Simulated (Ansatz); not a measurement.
**Ti(0001): modes of surface species**

Aim: bond lengths and vibrational modes of species bound on Ti(0001).

Main program and level: Ansatz 0.2.0; DFT PBE, scalar-relativistic, plane waves, PAW; PAW set soft_1.

Report form: the programs' logs are mostly left out.

## (1) The bulk crystal behind the slab

The structure is hexagonal, space group P6_3/mmc (No. 194). The conventional cell has a = 2.940 Å, b = 2.940 Å, c = 4.650 Å, α = 90.00°, β = 90.00°, γ = 120.00°. Nearest to Ti lie 12 Ti at 2.88 to 2.94 Å.

## (2) Relaxation of the host

The host crystal is relaxed at the same level, and its volume sets the scale of the cells that follow.

File input.yaml:

```yaml
crystal:
  lattice:
    - [2.94, 0.0, 0.0]
    - [-1.47, 2.5461146871, 0.0]
    - [0.0, 0.0, 4.65]
  atoms:
    - { symbol: Ti, position: [0.3333333333, 0.6666666667, 0.25] }
    - { symbol: Ti, position: [0.6666666667, 0.3333333333, 0.75] }
kpoints:
  mp_grid: { grid: [21, 21, 12] }
hamiltonian:
  xc: pbe
  pseudopotentials: { kind: paw, azcp: { folder: soft_1 } }
scf:
  occupations: { method: methfessel_paxton, width: 0.15 }
output:
  forces: true
  stress: true
  eigenvalues: true
relax:
  adjacent_minimum: "off"
  f_tol: 0.002
  max_steps: 60
  cell: { stress_tol: 0.02 }
```

The run is started by

```bash
$ ansatz run input.yaml --threads 8 --pin off --max-ram 20480MiB --backend cpu --events-out ev --progress --plain --runs-dir out
```

Wall time 9 s (8 threads of Arm Neoverse N1, shared host); peak memory 0.5 GiB; 65 s of CPU time.

Little changed from the start: no atom moved by 0.005 Å and no cell edge by 0.1 %.

This step gave:

```
pressure          : -7.92e-4 GPa
volume per atom   : 17.38 Å³
gap on the k-mesh : 0 eV
```

The forces vanish by symmetry.

## (3) Letting the atoms settle: Cl at the hcp hollow site, 1 monolayer

The slab carries Cl at the hcp hollow site, 1 monolayer. The typed slab is scaled evenly to the volume of the relaxed bulk, at the typed c/a. The lowest layers are held, and the other atoms relax. The program lengthens the typed cell of 23.8 Å along the normal to 41.3 Å, as its cut-off of the electrostatics needs, and moves no atom.

System of this step: Cl at the hcp hollow site, 1 monolayer on Ti(0001). The cell holds 5 atoms: 4 Ti and 1 Cl. Cell: a = 2.939 Å, b = 2.939 Å, c = 41.320 Å, α = 90.0°, β = 90.0°, γ = 60.0°. It derives from Ti. Vacuum lies along c.

File input.yaml:

```yaml
crystal:
  lattice:
    - [2.9388869341, 0.0, 0.0]
    - [1.469443467, 2.5451460584, 0.0]
    - [0.0, 0.0, 23.754213395]
  atoms:
    - { symbol: Ti, position: [0.666667, 0.666667, 0.315614] }
    - { symbol: Ti, position: [0.0, 0.0, 0.413454] }
    - { symbol: Ti, position: [0.666667, 0.666667, 0.511294] }
    - { symbol: Ti, position: [0.0, 0.0, 0.609135] }
    - { symbol: Cl, position: [0.666667, 0.666667, 0.684386] }
  periodic: [true, true, false]
kpoints:
  mp_grid: { grid: [12, 12, 1] }
hamiltonian:
  xc: pbe
  pseudopotentials: { kind: paw, azcp: { folder: soft_1 } }
scf:
  occupations: { method: methfessel_paxton, width: 0.15 }
output:
  forces: true
  eigenvalues: true
relax:
  adjacent_minimum: "off"
  f_tol: 0.003
  max_steps: 120
  constraints: [{ sites: [0, 1] }]
```

Run time: 26 s. Hardware: 8 threads; peak memory 0.88 GiB; 3.3 min of CPU time.

This run has no spin polarisation although its electron count is odd.

The steps of the relaxation:

| step | energy less that of the first step (eV) | largest force component (eV/Å) |
| --- | --- | --- |
| 1 | 0.0000 | 0.6124 |
| 2 | -0.0170 | 0.3756 |
| 3 | -0.0277 | 0.0786 |
| 4 | -0.0279 | 0.0040 |
| 5 | -0.0279 | 0.0002 |

Forces are held to the 6 operations that the run works with; a distortion that breaks them can't arise in this run.

The atoms that moved most (Å):

| atom | dx | dy | dz | length |
| --- | --- | --- | --- | --- |
| Ti3 | 0.000 | 0.000 | 0.061 | 0.061 |
| Cl5 | 0.000 | 0.000 | -0.044 | 0.044 |
| Ti4 | 0.000 | 0.000 | 0.016 | 0.016 |

The relaxed structure:

```xyz
5
Lattice="2.9389 0.0000 0.0000 1.4694 2.5451 0.0000 0.0000 0.0000 41.3198" Properties=species:S:1:pos:R:3
Ti    2.9389    1.6968    7.4972
Ti    0.0000    0.0000    9.8213
Ti    2.9389    1.6968   12.2064
Ti    0.0000    0.0000   14.4854
Cl    2.9389    1.6968   16.2127
```

The largest force component left on a free atom is 0.21 meV/Å.

## (4) Force constants among chosen sites: Cl at the hcp hollow site, 1 monolayer

Only 2 sites are displaced (1 Ti and 1 Cl), with their periodic images, and all others stay at rest. This gives the modes that are localised on these sites for less work than the whole matrix.

input.yaml, the sections that differ from step 3:

```yaml
crystal:
  lattice:
    - [2.938884229, 0.0, 0.0]
    - [1.4694421145, 2.5451484011, 0.0]
    - [0.0, 0.0, 41.3197775642]
  atoms:
    - { symbol: Ti, position: [0.6666666667, 0.6666666667, 0.1814424653] }
    - { symbol: Ti, position: [0.0, 0.0, 0.2376894341] }
    - { symbol: Ti, position: [0.6666666667, 0.6666666667, 0.295412702] }
    - { symbol: Ti, position: [0.0, 0.0, 0.3505673071] }
    - { symbol: Cl, position: [0.6666666667, 0.6666666667, 0.3923706319] }
  periodic: [true, true, false]
output:
  eigenvalues: true
phonons:
  method: fd
  supercell: [1, 1, 1]
  displaced_sites: [3, 4]
  rigid_motions: translations
# kpoints, hamiltonian, scf: as in step 3
# relax: removed
```

Run time: 49 s. Hardware: 8 threads; peak memory 0.97 GiB.

This run has no spin polarisation, although Ti can carry a moment.

The other atoms of the cell are at rest; shares are of the kinetic energy, a minus sign marks an imaginary mode, and where like sites share a mode the one named is one choice of several. Modes of the displaced sites:

| mode | frequency (cm⁻¹) | share of Ti (%) | share of Cl (%) | site with the largest share | its share (%) |
| --- | --- | --- | --- | --- | --- |
| 1 | 52.1 | 53 | 47 | Ti4 | 53 |
| 2 | 52.1 | 53 | 47 | Ti4 | 53 |
| 3 | 120.5 | 51 | 49 | Ti4 | 51 |
| 4 | 256.1 | 47 | 53 | Cl5 | 53 |
| 5 | 256.1 | 47 | 53 | Cl5 | 53 |
| 6 | 377.0 | 49 | 51 | Cl5 | 51 |

The same force constants with another mass on the added atoms, against the natural mean mass; listed are the real modes with at least half of their motion on these atoms, followed through small steps of mass, less those that pass through avoided crossings, where the squared overlap of new and old mass-weighted patterns is under 0.8. Modes after a change of mass:

| substitution | mode | frequency (cm⁻¹) | after (cm⁻¹) | ratio |
| --- | --- | --- | --- | --- |
| 37Cl | 4 | 256.1 | 253.3 | 1.011 |
| 37Cl | 5 | 256.1 | 253.3 | 1.011 |
| 37Cl | 6 | 377.0 | 373.1 | 1.011 |

The highest mode of the block lies at 377.0 cm⁻¹; the acoustic sum rule moved it by 0.0 cm⁻¹.

## (5) Letting the atoms settle: Cl at the hcp hollow site, 0.5 monolayer

The slab carries Cl at the hcp hollow site, 0.5 monolayer. The typed slab is scaled evenly to the volume of the relaxed bulk, at the typed c/a. The lowest layers are held, and the other atoms relax. The program lengthens the typed cell of 23.8 Å along the normal to 41.3 Å, as its cut-off of the electrostatics needs, and moves no atom.

System of this step: Cl at the hcp hollow site, 0.5 monolayer on Ti(0001). The cell holds 9 atoms: 8 Ti and 1 Cl. Its edges and angles: a = 5.878 Å, b = 2.939 Å, c = 41.320 Å, α = 90.0°, β = 90.0°, γ = 60.0°. It derives from Ti. Vacuum lies along c.

File input.yaml:

```yaml
crystal:
  lattice:
    - [5.8777738682, 0.0, 0.0]
    - [1.469443467, 2.5451460584, 0.0]
    - [0.0, 0.0, 23.754213395]
  atoms:
    - { symbol: Ti, position: [0.833333, 0.666667, 0.315614] }
    - { symbol: Ti, position: [0.333333, 0.666667, 0.315614] }
    - { symbol: Ti, position: [0.0, 0.0, 0.413454] }
    - { symbol: Ti, position: [0.5, 0.0, 0.413454] }
    - { symbol: Ti, position: [0.833333, 0.666667, 0.511294] }
    - { symbol: Ti, position: [0.333333, 0.666667, 0.511294] }
    - { symbol: Ti, position: [0.0, 0.0, 0.609135] }
    - { symbol: Ti, position: [0.5, 0.0, 0.609135] }
    - { symbol: Cl, position: [0.333333, 0.666667, 0.684386] }
  periodic: [true, true, false]
kpoints:
  mp_grid: { grid: [6, 12, 1] }
hamiltonian:
  xc: pbe
  pseudopotentials: { kind: paw, azcp: { folder: soft_1 } }
scf:
  occupations: { method: methfessel_paxton, width: 0.15 }
output:
  forces: true
  eigenvalues: true
relax:
  adjacent_minimum: "off"
  f_tol: 0.003
  max_steps: 120
  constraints: [{ sites: [0, 1, 2, 3] }]
```

Wall time 3.3 min (8 threads); peak memory 2.1 GiB.

Relaxation path:

| step | energy less that of the first step (eV) | largest force component (eV/Å) |
| --- | --- | --- |
| 1 | 0.0000 | 0.6339 |
| 2 | -0.0838 | 0.6123 |
| 3 | -0.1424 | 0.1420 |
| 4 | -0.1460 | 0.0319 |
| 5 | -0.1461 | 0.0529 |
| 6 | -0.1464 | 0.0065 |
| 7 | -0.1464 | 0.0008 |

Forces are held to the 2 operations that the run works with; a distortion that breaks them can't arise in this run.

The atoms that moved most (Å):

| atom | dx | dy | dz | length |
| --- | --- | --- | --- | --- |
| Cl9 | -0.152 | 0.088 | -0.014 | 0.176 |
| Ti8 | 0.094 | -0.054 | 0.115 | 0.158 |
| Ti6 | 0.031 | -0.018 | 0.153 | 0.158 |
| Ti7 | -0.047 | 0.027 | -0.124 | 0.135 |
| Ti5 | -0.030 | 0.017 | 0.013 | 0.037 |

The largest force component left on a free atom is 0.85 meV/Å.

## (6) Force constants among chosen sites: Cl at the hcp hollow site, 0.5 monolayer

Only 3 sites are displaced (2 Ti and 1 Cl), with their periodic images, and all others stay at rest. This gives the modes that are localised on these sites for less work than the whole matrix.

File input.yaml:

```yaml
crystal:
  lattice:
    - [5.8777698106, -2.3427e-06, 0.0]
    - [1.4694414382, 2.5451472297, 0.0]
    - [0.0, 0.0, 41.3197775642]
  atoms:
    - { symbol: Ti, position: [0.833333, 0.666667, 0.1814424653] }
    - { symbol: Ti, position: [0.333333, 0.666667, 0.1814424653] }
    - { symbol: Ti, position: [0.0, 0.0, 0.2376894341] }
    - { symbol: Ti, position: [0.5, 0.0, 0.2376894341] }
    - { symbol: Ti, position: [0.8265013673, 0.6734986327, 0.2942593749] }
    - { symbol: Ti, position: [0.3404116321, 0.6595883679, 0.2976472698] }
    - { symbol: Ti, position: [-0.0105540931, 0.0105540931, 0.3471846786] }
    - { symbol: Ti, position: [0.5213019874, -0.0213019874, 0.3529675358] }
    - { symbol: Cl, position: [0.2989373838, 0.7010626162, 0.393098052] }
  periodic: [true, true, false]
kpoints:
  mp_grid: { grid: [6, 12, 1] }
hamiltonian:
  xc: pbe
  pseudopotentials: { kind: paw, azcp: { folder: soft_1 } }
scf:
  occupations: { method: methfessel_paxton, width: 0.15 }
output:
  eigenvalues: true
phonons:
  method: fd
  supercell: [1, 1, 1]
  displaced_sites: [6, 7, 8]
  rigid_motions: translations
```

It took 6.9 min on 8 threads; peak memory 2.6 GiB; 53 min of CPU time.

The other atoms of the cell are at rest; shares are of the kinetic energy, a minus sign marks an imaginary mode, and where like sites share a mode the one named is one choice of several. Modes of the displaced sites:

| mode | frequency (cm⁻¹) | share of Ti (%) | share of Cl (%) | site with the largest share | its share (%) |
| --- | --- | --- | --- | --- | --- |
| 1 | 57.2 | 63 | 37 | Ti8 | 42 |
| 2 | 65.5 | 64 | 36 | Cl9 | 36 |
| 3 | 125.9 | 64 | 36 | Ti8 | 54 |
| 4 | 154.6 | 55 | 45 | Cl9 | 45 |
| 5 | 161.4 | 79 | 21 | Ti7 | 76 |
| 6 | 194.0 | 58 | 42 | Ti8 | 54 |
| 7 | 215.4 | 90 | 10 | Ti7 | 56 |
| 8 | 226.7 | 73 | 27 | Ti7 | 51 |
| 9 | 316.5 | 54 | 46 | Cl9 | 46 |

The highest mode of the block lies at 316.5 cm⁻¹; the acoustic sum rule moved it by 0.0 cm⁻¹.

## (7) Relaxation in the fixed cell: Cl at the hcp hollow site, 0.25 monolayer

The slab carries Cl at the hcp hollow site, 0.25 monolayer. The typed slab is scaled evenly to the volume of the relaxed bulk, at the typed c/a. The lowest layers are held, and the other atoms relax. The program lengthens the typed cell of 23.8 Å along the normal to 41.3 Å, as its cut-off of the electrostatics needs, and moves no atom.

System of this step: Cl at the hcp hollow site, 0.25 monolayer on Ti(0001). The cell holds 17 atoms: 16 Ti and 1 Cl. Cell: a = 5.878 Å, b = 5.878 Å, c = 41.320 Å, α = 90.0°, β = 90.0°, γ = 60.0°. It derives from Ti. Vacuum lies along c.

File input.yaml:

```yaml
crystal:
  lattice:
    - [5.8777738682, 0.0, 0.0]
    - [2.9388869341, 5.0903021131, 0.0]
    - [0.0, 0.0, 23.754213395]
  atoms:
    - { symbol: Ti, position: [0.833333, 0.333333, 0.315614] }
    - { symbol: Ti, position: [0.333333, 0.333333, 0.315614] }
    - { symbol: Ti, position: [0.833333, 0.833333, 0.315614] }
    - { symbol: Ti, position: [0.333333, 0.833333, 0.315614] }
    - { symbol: Ti, position: [0.0, 0.0, 0.413454] }
    - { symbol: Ti, position: [0.5, 0.0, 0.413454] }
    - { symbol: Ti, position: [0.0, 0.5, 0.413454] }
    - { symbol: Ti, position: [0.5, 0.5, 0.413454] }
    - { symbol: Ti, position: [0.833333, 0.333333, 0.511294] }
    - { symbol: Ti, position: [0.333333, 0.333333, 0.511294] }
    - { symbol: Ti, position: [0.833333, 0.833333, 0.511294] }
    - { symbol: Ti, position: [0.333333, 0.833333, 0.511294] }
    - { symbol: Ti, position: [0.0, 0.0, 0.609135] }
    - { symbol: Ti, position: [0.5, 0.0, 0.609135] }
    - { symbol: Ti, position: [0.0, 0.5, 0.609135] }
    - { symbol: Ti, position: [0.5, 0.5, 0.609135] }
    - { symbol: Cl, position: [0.333333, 0.333333, 0.684386] }
  periodic: [true, true, false]
kpoints:
  mp_grid: { grid: [6, 6, 1] }
hamiltonian:
  xc: pbe
  pseudopotentials: { kind: paw, azcp: { folder: soft_1 } }
scf:
  occupations: { method: methfessel_paxton, width: 0.15 }
output:
  forces: true
  eigenvalues: true
relax:
  adjacent_minimum: "off"
  f_tol: 0.003
  max_steps: 120
  constraints: [{ sites: [0, 1, 2, 3, 4, 5, 6, 7] }]
```

The job ended after 3.3 min (8 threads; peak memory 4 GiB).

The steps of the relaxation:

| step | energy less that of the first step (eV) | largest force component (eV/Å) |
| --- | --- | --- |
| 1 | 0.0000 | 1.0812 |
| 2 | -0.2610 | 0.1990 |
| 3 | -0.2965 | 0.0864 |
| 4 | -0.2984 | 0.0333 |
| 5 | -0.2986 | 0.0016 |
| 6 | -0.2986 | 0.0016 |

The run keeps the 6 symmetry operations that it works with, so distortions that break them were not tested.

The atoms that moved most (Å):

| atom | dx | dy | dz | length |
| --- | --- | --- | --- | --- |
| Ti13 | 0.000 | 0.000 | -0.256 | 0.256 |
| Ti10 | 0.000 | 0.000 | 0.201 | 0.201 |
| Ti15 | -0.044 | 0.026 | 0.042 | 0.066 |
| Ti14 | 0.000 | -0.051 | 0.042 | 0.066 |
| Ti16 | 0.044 | 0.026 | 0.042 | 0.066 |
| Cl17 | 0.000 | 0.000 | 0.066 | 0.066 |
| Ti9 | 0.000 | 0.037 | 0.051 | 0.063 |
| Ti12 | 0.032 | -0.019 | 0.051 | 0.063 |

The largest force component left on a free atom is 1.6 meV/Å.

## (8) Modes of the chosen sites: Cl at the hcp hollow site, 0.25 monolayer

Only 4 sites are displaced (3 Ti and 1 Cl), with their periodic images, and all others stay at rest. This gives the modes that are localised on these sites for less work than the whole matrix.

File input.yaml:

```yaml
crystal:
  lattice:
    - [5.8777742294, 0.0, 0.0]
    - [2.9388871147, 5.0903018003, 0.0]
    - [0.0, 0.0, 41.3197775642]
  atoms:
    - { symbol: Ti, position: [0.8333333333, 0.3333333333, 0.1814424653] }
    - { symbol: Ti, position: [0.3333333333, 0.3333333333, 0.1814424653] }
    - { symbol: Ti, position: [0.8333333333, 0.8333333333, 0.1814424653] }
    - { symbol: Ti, position: [0.3333333333, 0.8333333333, 0.1814424653] }
    - { symbol: Ti, position: [0.0, 0.0, 0.2376894341] }
    - { symbol: Ti, position: [0.5, 0.0, 0.2376894341] }
    - { symbol: Ti, position: [0.0, 0.5, 0.2376894341] }
    - { symbol: Ti, position: [0.5, 0.5, 0.2376894341] }
    - { symbol: Ti, position: [0.8296938347, 0.3406123306, 0.2951657583] }
    - { symbol: Ti, position: [0.3333333333, 0.3333333333, 0.298798075] }
    - { symbol: Ti, position: [0.8296938347, 0.8296938347, 0.2951657583] }
    - { symbol: Ti, position: [0.3406123306, 0.8296938347, 0.2951657583] }
    - { symbol: Ti, position: [0.0, 0.0, 0.3439971349] }
    - { symbol: Ti, position: [0.5050209647, -0.0100419293, 0.3512044571] }
    - { symbol: Ti, position: [-0.0100419293, 0.5050209647, 0.3512044571] }
    - { symbol: Ti, position: [0.5050209647, 0.5050209647, 0.3512044571] }
    - { symbol: Cl, position: [0.3333333333, 0.3333333333, 0.3950460475] }
  periodic: [true, true, false]
kpoints:
  mp_grid: { grid: [6, 6, 1] }
hamiltonian:
  xc: pbe
  pseudopotentials: { kind: paw, azcp: { folder: soft_1 } }
scf:
  occupations: { method: methfessel_paxton, width: 0.15 }
output:
  eigenvalues: true
phonons:
  method: fd
  supercell: [1, 1, 1]
  displaced_sites: [13, 14, 15, 16]
  rigid_motions: translations
```

Run time: 7.3 min. Hardware: 8 threads; peak memory 5.9 GiB; 57 min of CPU time.

The other atoms of the cell are at rest; shares are of the kinetic energy, a minus sign marks an imaginary mode, and where like sites share a mode the one named is one choice of several. Modes of the displaced sites:

| mode | frequency (cm⁻¹) | share of Ti (%) | share of Cl (%) | site with the largest share | its share (%) |
| --- | --- | --- | --- | --- | --- |
| 1 | 62.3 | 100 | 0 | Ti14 | 53 |
| 2 | 62.3 | 100 | 0 | Ti16 | 43 |
| 3 | 94.3 | 17 | 83 | Cl17 | 83 |
| 4 | 94.3 | 17 | 83 | Cl17 | 83 |
| 5 | 133.9 | 64 | 36 | Cl17 | 36 |
| 6 | 141.6 | 100 | 0 | Ti14 | 33 |
| 7 | 167.5 | 100 | 0 | Ti16 | 50 |
| 8 | 167.5 | 100 | 0 | Ti14 | 66 |
| 9 | 185.2 | 84 | 16 | Ti14 | 44 |
| 10 | 185.2 | 84 | 16 | Ti16 | 36 |
| 11 | 202.5 | 90 | 10 | Ti15 | 30 |
| 12 | 279.8 | 46 | 54 | Cl17 | 54 |

The same force constants with another mass on the added atoms, against the natural mean mass; listed are the real modes with at least half of their motion on these atoms, followed through small steps of mass, less those that pass through avoided crossings, where the squared overlap of new and old mass-weighted patterns is under 0.8. Modes after a change of mass:

| substitution | mode | frequency (cm⁻¹) | after (cm⁻¹) | ratio |
| --- | --- | --- | --- | --- |
| 37Cl | 3 | 94.3 | 92.6 | 1.018 |
| 37Cl | 4 | 94.3 | 92.6 | 1.018 |
| 37Cl | 12 | 279.8 | 276.7 | 1.011 |

The highest mode of the block lies at 279.8 cm⁻¹; the acoustic sum rule moved it by 0.0 cm⁻¹.

## (9) All members side by side

The members are set side by side.

The anchoring bond is the shortest distance from the first added atom to the slab, and like atoms elsewhere in the cell can differ; degenerate modes stand as often as they occur. The species side by side:

| species | coverage (monolayer) | anchoring bond | its length (Å) | highest level (cm⁻¹) | second (cm⁻¹) | third (cm⁻¹) |
| --- | --- | --- | --- | --- | --- | --- |
| Cl at the hcp hollow site | 1 | Cl-Ti | 2.421 | 377 | 256.1 | 256.1 |
| Cl at the hcp hollow site | 0.5 | Cl-Ti | 2.466 | 316.5 | 226.7 | 215.4 |
| Cl at the hcp hollow site | 0.25 | Cl-Ti | 2.517 | 279.8 | 202.5 | 185.2 |

## (10) Outcome

```
highest mode of the block of 2 sites, Cl at the hcp hollow site, 1 monolayer    : 377.0 cm⁻¹
highest mode of the block of 3 sites, Cl at the hcp hollow site, 0.5 monolayer  : 316.5 cm⁻¹
highest mode of the block of 4 sites, Cl at the hcp hollow site, 0.25 monolayer : 279.8 cm⁻¹
```

With Cl at the hcp hollow site, 1 monolayer the highest mode of the block lies at 377 cm⁻¹, 51 % on Cl and 49 % on Ti. With Cl at the hcp hollow site, 0.5 monolayer the highest mode of the block lies at 316 cm⁻¹, 54 % on Ti and 46 % on Cl. With Cl at the hcp hollow site, 0.25 monolayer the highest mode of the block lies at 280 cm⁻¹, 54 % on Cl and 46 % on Ti. With all atoms beyond the displaced ones at rest, modes that spread into the slab are only rough; stretches of light atoms, well above the modes of the substrate atoms, are the least affected. Periodic images of the cell move in phase at the zone centre, so coupling to the images is part of these frequencies. These are harmonic frequencies at zero temperature: anharmonic shifts, linewidths and thermal expansion are left out. The runs are without spin polarisation, although the cell has an odd electron count.

[Logs are printed without paths, hosts, clocks, repeated set-up lines and the standing remarks that a program may print on its own settings, such as how far it seeks lower states.]

[Hosts, paths, dates, database ids (printed as entryN), source tags and the programs' standing remarks are cut or masked in the printed files.]
